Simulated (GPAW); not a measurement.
# linear W chain, spacing 2.672 A: cost and accuracy of the functional

Two starts of linear W chain, spacing 2.672 A are run at each set of the functional. What moves?

Calculated with GPAW 26.7.0; several functionals; plane waves with GPAW's PAW setups, scalar-relativistic.

### 1. Starting point

The cell holds 1 atom: 1 W. Cell: a = 12.000 Å, b = 12.000 Å, c = 2.672 Å, α = 90.0°, β = 90.0°, γ = 90.0°. model lattice. Vacuum lies along a and b. The structure's axis is c.

### 2. Set 1 (LDA), start ferro +

Each set takes another functional on the same cell and mesh.

Input file order1.py:

```python
import json
import numpy as np
from ase import Atoms
from ase.parallel import paropen, parprint
from gpaw import GPAW

atoms = Atoms(['W'],
    cell=[[12.0, 0.0, 0.0],
         [0.0, 12.0, 0.0],
         [0.0, 0.0, 2.672]],
    scaled_positions=[[0.5, 0.5, 0.0]],
    pbc=True,
    magmoms=[1.0])
atoms.calc = GPAW(mode={'name': 'pw', 'ecut': 550},
    xc='LDA',
    kpts={'size': (1, 1, 10), 'gamma': True},
    occupations={'name': 'fermi-dirac', 'width': 0.05},
    convergence={'density': 1e-05, 'energy': 1e-05},
    maxiter=200,
    txt='order1.txt')
e = atoms.get_potential_energy(force_consistent=True)
res = {'free_energy': e, 'energy_sigma0': atoms.get_potential_energy(), 'fermi_energy': atoms.calc.get_fermi_level()}
res['moments'] = atoms.get_magnetic_moments().tolist()
res['total'] = atoms.get_magnetic_moment()
parprint('site moments (muB):', np.round(res['moments'], 3))
parprint(f"total moment: {res['total']:.3f} muB")
parprint(f'free energy: {e:.6f} eV')
atoms.calc.write('order1.gpw')
with paropen('results.json', 'w') as f:
    json.dump(res, f)
```

On the command line:

```bash
OMP_NUM_THREADS=1 python3 order1.py > order1.log
```

What it wrote:

```text
site moments (muB): [0.615]
total moment: 0.912 muB
free energy: -5.360169 eV

--- order1.txt ---
Input parameters:
  mode=PW(ecut=550),
  convergence={'density': 1e-05, 'energy': 1e-05},
  kpts=MonkhorstPack(size=(1, 1, 10), gamma=True),
  maxiter=200,
  occupations=Occupations(name='fermi-dirac', width=0.05),
  xc=XC(name='LDA')

Diagonalizing LCAO Hamiltonian
Converting LCAO to pw mode
        .----------------------------.
       /|                            |
      / |                            |
     /  .----------------------------.
    /  /                            /
   /  /                            /
  /  /                            /
 *  /              W             /
 | /                            /
 |/                            /
 *----------------------------*

Atoms  # Å, Bohr magnetons
|   | symbol |        x |        y |        z |    initial magnetic moments |
|---|--------|----------|----------|----------|-----------------------------|
| 0 |      W | 6.000000 | 6.000000 | 0.000000 | ( 0.0000,  0.0000,  1.0000) |

Unit cell  # Å
| periodic |         x |         y |        z |   lengths |    angles |
|----------|-----------|-----------|----------|-----------|-----------|
|      yes | 12.000000 |  0.000000 | 0.000000 | 12.000000 | 90.000000 |
|      yes |  0.000000 | 12.000000 | 0.000000 | 12.000000 | 90.000000 |
|      yes |  0.000000 |  0.000000 | 2.672000 |  2.672000 | 90.000000 |

Number of symmetries: 16

BZ-sampling:
  Number of BZ points: 10
  Number of IBZ points: 6

  Monkhorst-Pack size: [1, 1, 10]
  Monkhorst-Pack shift: [0.0, 0.0, 0.05]

Plane wave coefficients: 11322
Cutoff: 550.0 eV

Spin-components: 2 (collinear spins)
Bands:           13
Projectors:      6
Spin-degeneracy: 1
Datatype:        complex128

Parallelization:
  kpt:    1
  domain: 1
  band:   1

Density:
  Valence electrons: 14.0
  Components: 2
  Grid points: [70 70 15]
  Charge: 0.0  # |e|

Potential:
  Grid points: [70 70 15]

[... setups left out ...]
Reference energy: -438516.106214  # eV

eigensolver:
  PPCG
  Converge bands: occupied
  niter=2

density mixing:
  MSR1-Mixer
  Pratt-step length: 0.05
  Maximum mixing coefficient: 0.75
  Old densities: 10
  SVD Regularization: 0.005
  Good broyden scale: 1.0
  Trust region scale: 1.0
  Backstep threshold: 4.0
  History deletion threshold: 6.0
  Fourier metric: weight=20.0, sigma=0.015

occupation numbers:
  Fermi-Dirac:
    width: 0.0500  # eV

poisson solver:
  ecut: 4400.0  # eV

xc functional:
  name: None

convergence criteria:
- Maximum integral of absolute [dens]ity change: 1e-05 electrons / valence electron
- Maximum [total energy] change in last 3 cyles: 1e-05 eV / valence electron
- Maximum integral of absolute [eigenst]ate change: 4e-08 eV^2 / valence electron
maximum number of iterations: 200

SCF iterations
|iter     |      energy | eigst |  dens |  magmom |
|---------|-------------|-------|-------|---------|
|iter:   1|       0s |   -5.712404 | -0.25 |       |  +1.0010|
|iter:   2|       2s |   -5.641663 | -1.55 | -0.94 |  +1.0163|
|iter:   3|       4s |   -5.332977 | -1.52 | -0.99 |  +1.0748|
|iter:   4|       7s |   -5.333309 | -2.48 | -1.54 |  +1.0104|
|iter:   5|       9s |   -5.337527 | -3.20 | -1.70 |  +0.9247|
|iter:   6|      11s |   -5.339225 | -3.77 | -2.16 |  +0.8709|
|iter:   7|      13s |   -5.341027 | -4.04 | -2.38 |  +0.8093|
|iter:   8|      16s |   -5.346556 | -4.30 | -2.34 |  +0.7175|
|iter:   9|      18s |   -5.340334 | -4.45 | -2.18 |  +0.8366|
|iter:  10|      20s |   -5.337463 | -4.17 | -2.38 |  +0.9371|
|iter:  11|      23s |   -5.338426 | -5.08 | -2.83 |  +0.8840|
|iter:  12|      25s |   -5.337690 | -5.38 | -2.82 |  +0.9172|
|iter:  13|      27s |   -5.337772 | -6.32 | -3.52 |  +0.9119|
|iter:  14|      29s |   -5.337782c| -6.84 | -4.67 |  +0.9113|
|iter:  15|      31s |   -5.337778c| -7.33 | -4.84 |  +0.9116|
|iter:  16|      33s |   -5.337778c| -7.61c| -5.97c|  +0.9116|

Converged in 16 steps
Energy contributions relative to reference atoms: (reference = -438516.106214)

Energy contributions:
  Kinetic:         -16.141351
  Coulomb:          14.077486
  Zero:             -0.128221
  External:          0.000000
  Xc:               -3.123301
  Entropy:          -0.044782
  Spinorbit:         0.000000
  ----------------------------
  Free energy:      -5.360169
  Extrapolated:     -5.337778

dipole moment: (0.000012, 0.000012, -9.962861)  # |e|*Ang

Total magnetic moment: (0.000000, 0.000000, 0.911587)

Local magnetic moments
|        x |        y |        z |
|----------|----------|----------|
| 0.000000 | 0.000000 | 0.614763 |  # W    0

Fermi level: -4.011
Eigenvalues  # (at kpt = [0.000, 0.000, 0.000])
| band index |      eig [eV] | occ [0-1] |      eig [eV] | occ [0-1] |
|------------|---------------|-----------|---------------|-----------|
|          0 |       -78.136 |     1.000 |       -77.834 |     1.000 |
|          1 |       -42.749 |     1.000 |       -42.261 |     1.000 |
|          2 |       -42.749 |     1.000 |       -42.261 |     1.000 |
|          3 |       -41.674 |     1.000 |       -41.482 |     1.000 |
|          4 |        -8.352 |     1.000 |        -8.186 |     1.000 |
|          5 |        -5.501 |     1.000 |        -5.070 |     1.000 |
|          6 |        -4.695 |     1.000 |        -4.098 |     0.850 |
|          7 |        -4.695 |     1.000 |        -4.098 |     0.849 |
|          8 |        -2.198 |     0.000 |        -1.971 |     0.000 |
|          9 |        -2.198 |     0.000 |        -1.971 |     0.000 |
|         10 |        -1.187 |     0.000 |        -0.799 |     0.000 |
|         11 |        -1.187 |     0.000 |        -0.799 |     0.000 |
|         12 |         0.439 |     0.000 |         0.471 |     0.000 |

No gap
No difference between direct/indirect transitions
```

Run time: 40 s. Hardware: 1 MPI rank of AMD EPYC 7R43, shared host; peak memory 0.33 GiB.

Read from the output:

| Item | Value |
| --- | --- |
| magnetization | 0.9116 μB |
| final state | ferromagnetic |
| largest moment | 0.6148 μB |

After 16 cycles the largest moment stands at 0.615 μB.

### 3. Set 1 (LDA), start antiferro q=(0,0,1/2) +-

The second start gives the energy difference between the two end states, the quantity that is followed from set to set. Its q is in fractions of the reciprocal vectors of the first run's cell.

order2.py is the script of step 2 with these lines changed:

```diff
@@ -6,12 +6,13 @@
 
-atoms = Atoms(['W'],
+atoms = Atoms(['W', 'W'],
     cell=[[12.0, 0.0, 0.0],
          [0.0, 12.0, 0.0],
-         [0.0, 0.0, 2.672]],
-    scaled_positions=[[0.5, 0.5, 0.0]],
+         [0.0, 0.0, 5.344]],
+    scaled_positions=[[0.5, 0.5, 0.0],
+         [0.5, 0.5, 0.5]],
     pbc=True,
-    magmoms=[1.0])
+    magmoms=[1.0, -1.0])
 atoms.calc = GPAW(mode={'name': 'pw', 'ecut': 550},
     xc='LDA',
-    kpts={'size': (1, 1, 10), 'gamma': True},
+    kpts={'size': (1, 1, 5), 'gamma': True},
     occupations={'name': 'fermi-dirac', 'width': 0.05},
@@ -19,3 +20,3 @@
     maxiter=200,
-    txt='order1.txt')
+    txt='order2.txt')
 e = atoms.get_potential_energy(force_consistent=True)
@@ -27,3 +28,3 @@
 parprint(f'free energy: {e:.6f} eV')
-atoms.calc.write('order1.gpw')
+atoms.calc.write('order2.gpw')
 with paropen('results.json', 'w') as f:
```

On the command line:

```bash
OMP_NUM_THREADS=1 python3 order2.py > order2.log
```

What it wrote:

```text
site moments (muB): [ 2.128 -2.128]
total moment: 0.000 muB
free energy: -11.349957 eV

--- order2.txt ---
Input parameters:
  mode=PW(ecut=550),
  convergence={'density': 1e-05, 'energy': 1e-05},
  kpts=MonkhorstPack(size=(1, 1, 5), gamma=True),
  maxiter=200,
  occupations=Occupations(name='fermi-dirac', width=0.05),
  xc=XC(name='LDA')

Diagonalizing LCAO Hamiltonian
Converting LCAO to pw mode
        .----------------------------.
       /|                            |
      / |                            |
     /  |                            |
    /   |                            |
   /    |                            |
  /     |                            |
 *      .----------W-----------------.
 |     /                            /
 |    /                            /
 |   /                            /
 |  /              W             /
 | /                            /
 |/                            /
 *----------------------------*

Atoms  # Å, Bohr magnetons
|   | symbol |        x |        y |        z |    initial magnetic moments |
|---|--------|----------|----------|----------|-----------------------------|
| 0 |      W | 6.000000 | 6.000000 | 0.000000 | ( 0.0000,  0.0000,  1.0000) |
| 1 |      W | 6.000000 | 6.000000 | 2.672000 | ( 0.0000,  0.0000, -1.0000) |

Number of symmetries: 16

BZ-sampling:
  Number of BZ points: 5
  Number of IBZ points: 3

  Monkhorst-Pack size: [1, 1, 5]
  Monkhorst-Pack shift: [0, 0, 0]

Plane wave coefficients: 22596
Cutoff: 550.0 eV

Spin-components: 2 (collinear spins)
Bands:           21
Projectors:      12
Spin-degeneracy: 1
Datatype:        complex128

[...]
|iter:  16|      68s |  -11.319725c| -7.24 | -4.90 |  +0.0000|
|iter:  17|      71s |  -11.319727c| -7.49c| -5.56c|  +0.0000|

Converged in 17 steps
Energy contributions relative to reference atoms: (reference = -877032.212428)

Energy contributions:
  Kinetic:         -19.021904
  Coulomb:          19.156286
  Zero:             -0.341059
  External:          0.000000
  Xc:              -11.082819
  Entropy:          -0.060460
  Spinorbit:         0.000000
  ----------------------------
  Free energy:     -11.349957
  Extrapolated:    -11.319727

dipole moment: (0.000024, 0.000024, -19.845308)  # |e|*Ang

Total magnetic moment: (0.000000, 0.000000, 0.000002)

Local magnetic moments
|        x |        y |         z |
|----------|----------|-----------|
| 0.000000 | 0.000000 |  2.128280 |  # W    0
| 0.000000 | 0.000000 | -2.128280 |  # W    1

Fermi level: -3.980
Eigenvalues  # (at kpt = [0.000, 0.000, 0.000])
| band index |      eig [eV] | occ [0-1] |      eig [eV] | occ [0-1] |
|------------|---------------|-----------|---------------|-----------|
|          0 |       -77.638 |     1.000 |       -77.638 |     1.000 |
|        ... |               |           |               |           |
|          6 |       -40.815 |     1.000 |       -40.815 |     1.000 |
|          7 |       -40.815 |     1.000 |       -40.815 |     1.000 |
|          8 |        -8.070 |     1.000 |        -8.070 |     1.000 |
|          9 |        -5.475 |     1.000 |        -5.475 |     1.000 |
[...]
|         17 |        -1.892 |     0.000 |        -1.892 |     0.000 |
|         18 |        -1.892 |     0.000 |        -1.892 |     0.000 |
|         19 |        -0.343 |     0.000 |        -0.343 |     0.000 |
|         20 |        -0.343 |     0.000 |        -0.343 |     0.000 |

Gap: 0.158 eV
Transition (v -> c):
  (s=0, k=2, n=13, [0.00, 0.00, 0.40]) -> (s=0, k=2, n=14, [0.00, 0.00, 0.40])
No difference between direct/indirect transitions
```

Wall time 81 s (1 MPI rank); peak memory 0.53 GiB.

Read from the output:

| Quantity | Value |
| --- | --- |
| magnetization | 0 μB |
| final state | antiferromagnetic |
| largest moment | 2.128 μB |

This start lies -314.8 meV a seeded atom from the first; its largest moment is 2.13 μB.

### 4. Set 2 (PBEsol), start ferro +

order1.py is the script of step 2 with these lines changed:

```diff
@@ -14,3 +14,3 @@
 atoms.calc = GPAW(mode={'name': 'pw', 'ecut': 550},
-    xc='LDA',
+    xc='PBEsol',
     kpts={'size': (1, 1, 10), 'gamma': True},
```

On the command line:

```bash
OMP_NUM_THREADS=1 python3 order1.py > order1.log
```

What it wrote:

```text
FileNotFoundError: Could not find required PAW dataset file "W.PBEsol".
You need to set the GPAW_SETUP_PATH environment variable to point to
the directories where PAW dataset and basis files are stored.  See

--- order1.txt ---
Input parameters:
  mode=PW(ecut=550),
  convergence={'density': 1e-05, 'energy': 1e-05},
  kpts=MonkhorstPack(size=(1, 1, 10), gamma=True),
  maxiter=200,
  occupations=Occupations(name='fermi-dirac', width=0.05),
  xc=XC(name='PBEsol')
```

Elapsed: 2.3 s, on 1 MPI rank; peak memory 0.1 GiB.

The input was rejected at the start.

The program's message: “FileNotFoundError: Could not find required PAW dataset file "W.PBEsol".”

### 5. Set 2 (PBEsol), start antiferro q=(0,0,1/2) +-

order2.py is the script of step 3 with these lines changed:

```diff
@@ -15,3 +15,3 @@
 atoms.calc = GPAW(mode={'name': 'pw', 'ecut': 550},
-    xc='LDA',
+    xc='PBEsol',
     kpts={'size': (1, 1, 5), 'gamma': True},
```

On the command line:

```bash
OMP_NUM_THREADS=1 python3 order2.py > order2.log
```

What it wrote:

```text
FileNotFoundError: Could not find required PAW dataset file "W.PBEsol".
You need to set the GPAW_SETUP_PATH environment variable to point to
the directories where PAW dataset and basis files are stored.  See

--- order2.txt ---
Input parameters:
  mode=PW(ecut=550),
  convergence={'density': 1e-05, 'energy': 1e-05},
  kpts=MonkhorstPack(size=(1, 1, 5), gamma=True),
  maxiter=200,
  occupations=Occupations(name='fermi-dirac', width=0.05),
  xc=XC(name='PBEsol')
```

It took 2.2 s on 1 MPI rank; peak memory 0.1 GiB.

The program refused the input before any cycle.

The program's message: “FileNotFoundError: Could not find required PAW dataset file "W.PBEsol".”

### 6. Set 3 (PBE), start ferro +

order1.py is the script of step 4 with these lines changed:

```diff
@@ -14,3 +14,3 @@
 atoms.calc = GPAW(mode={'name': 'pw', 'ecut': 550},
-    xc='PBEsol',
+    xc='PBE',
     kpts={'size': (1, 1, 10), 'gamma': True},
```

On the command line:

```bash
OMP_NUM_THREADS=1 python3 order1.py > order1.log
```

What it wrote:

```text
site moments (muB): [1.336]
total moment: 2.068 muB
free energy: -5.135147 eV

--- order1.txt ---
Input parameters:
  mode=PW(ecut=550),
  convergence={'density': 1e-05, 'energy': 1e-05},
  kpts=MonkhorstPack(size=(1, 1, 10), gamma=True),
  maxiter=200,
  occupations=Occupations(name='fermi-dirac', width=0.05),
  xc=XC(name='PBE')

Diagonalizing LCAO Hamiltonian
Converting LCAO to pw mode
[...]
|          3 |       -41.470 |     1.000 |       -40.973 |     1.000 |
|          4 |        -8.103 |     1.000 |        -7.776 |     1.000 |
[...]
|          9 |        -2.117 |     0.000 |        -1.415 |     0.000 |
|         10 |        -0.995 |     0.000 |        -0.139 |     0.000 |
|         11 |        -0.995 |     0.000 |        -0.139 |     0.000 |
|         12 |         0.382 |     0.000 |         0.510 |     0.000 |

No gap
No difference between direct/indirect transitions


[key lines of the parts left out:]
Free energy:      -5.135147
Converged in 19 steps
dipole moment: (0.000012, 0.000012, -9.944277)  # |e|*Ang
Fermi level: -3.793
```

Elapsed: 51 s, on 1 MPI rank; peak memory 0.36 GiB.

This step gave:

| Quantity | Value |
| --- | --- |
| magnetization | 2.068 μB |
| final state | ferromagnetic |
| largest moment | 1.336 μB |

The largest moment moves by +0.72 μB from set 1, at 1.3 times its CPU time.

### 7. Set 3 (PBE), start antiferro q=(0,0,1/2) +-

order2.py is the script of step 5 with these lines changed:

```diff
@@ -15,3 +15,3 @@
 atoms.calc = GPAW(mode={'name': 'pw', 'ecut': 550},
-    xc='PBEsol',
+    xc='PBE',
     kpts={'size': (1, 1, 5), 'gamma': True},
```

On the command line:

```bash
OMP_NUM_THREADS=1 python3 order2.py > order2.log
```

What it wrote:

```text
site moments (muB): [ 2.39 -2.39]
total moment: 0.000 muB
free energy: -11.199997 eV

--- order2.txt ---
Input parameters:
  mode=PW(ecut=550),
  convergence={'density': 1e-05, 'energy': 1e-05},
  kpts=MonkhorstPack(size=(1, 1, 5), gamma=True),
  maxiter=200,
  occupations=Occupations(name='fermi-dirac', width=0.05),
  xc=XC(name='PBE')

Diagonalizing LCAO Hamiltonian
Converting LCAO to pw mode
[...]
|         17 |        -1.114 |     0.000 |        -1.114 |     0.000 |
|         18 |        -1.113 |     0.000 |        -1.113 |     0.000 |
|         19 |         0.249 |     0.000 |         0.249 |     0.000 |
|         20 |         0.249 |     0.000 |         0.249 |     0.000 |

Gap: 0.409 eV
Transition (v -> c):
  (s=1, k=2, n=13, [0.00, 0.00, 0.40]) -> (s=0, k=2, n=14, [0.00, 0.00, 0.40])
No difference between direct/indirect transitions


[key lines of the parts left out:]
Free energy:     -11.199997
Converged in 18 steps
dipole moment: (0.000024, 0.000024, -19.780653)  # |e|*Ang
Fermi level: -3.635
```

The job ended after 98 s (1 MPI rank; peak memory 0.58 GiB).

Numbers from this step:

* magnetization: 0 μB
* final state: antiferromagnetic
* largest moment: 2.390 μB

This start lies -464.9 meV a seeded atom from the first, a change of -150.0 meV since set 1; its largest moment is 2.39 μB.

### 8. Set 4 (RPBE), start ferro +

order1.py is the script of step 6 with these lines changed:

```diff
@@ -14,3 +14,3 @@
 atoms.calc = GPAW(mode={'name': 'pw', 'ecut': 550},
-    xc='PBE',
+    xc='RPBE',
     kpts={'size': (1, 1, 10), 'gamma': True},
```

On the command line:

```bash
OMP_NUM_THREADS=1 python3 order1.py > order1.log
```

What it wrote:

```text
site moments (muB): [1.804]
total moment: 2.982 muB
free energy: -5.037147 eV

--- order1.txt ---
Input parameters:
  mode=PW(ecut=550),
  convergence={'density': 1e-05, 'energy': 1e-05},
  kpts=MonkhorstPack(size=(1, 1, 10), gamma=True),
  maxiter=200,
  occupations=Occupations(name='fermi-dirac', width=0.05),
  xc=XC(name='RPBE')

Diagonalizing LCAO Hamiltonian
Converting LCAO to pw mode
[...]
|          3 |       -41.214 |     1.000 |       -40.421 |     1.000 |
|          4 |        -8.057 |     1.000 |        -7.246 |     1.000 |
[...]
|          9 |        -2.071 |     0.000 |        -1.027 |     0.000 |
|         10 |        -0.773 |     0.000 |         0.525 |     0.000 |
|         11 |        -0.773 |     0.000 |         0.525 |     0.000 |
|         12 |         0.262 |     0.000 |         0.604 |     0.000 |

No gap
No difference between direct/indirect transitions


[key lines of the parts left out:]
Free energy:      -5.037147
Converged in 22 steps
dipole moment: (0.000012, 0.000012, -9.903452)  # |e|*Ang
Fermi level: -3.465
```

Run time: 62 s. Hardware: 1 MPI rank; peak memory 0.35 GiB.

Read from the output:

| Quantity | Value |
| --- | --- |
| magnetization | 2.982 μB |
| final state | ferromagnetic |
| largest moment | 1.804 μB |

The largest moment moves by +0.47 μB from set 3, at 1.2 times its CPU time.

[end of part 1 of 2]

[Logs and program files are shortened in this print: banners, set-up blocks, solver, clock and traceback lines can be left out without a mark of their own.]

[Logs are printed without paths, hosts, clocks, repeated set-up lines and the standing remarks that a program may print on its own settings, such as how far it seeks lower states.]

[Hosts, paths, dates, database ids (printed as entryN), source tags and the programs' standing remarks are cut or masked in the printed files.]

[Where a cell is said to come from a database of computed structures, the database is the Materials Project.]
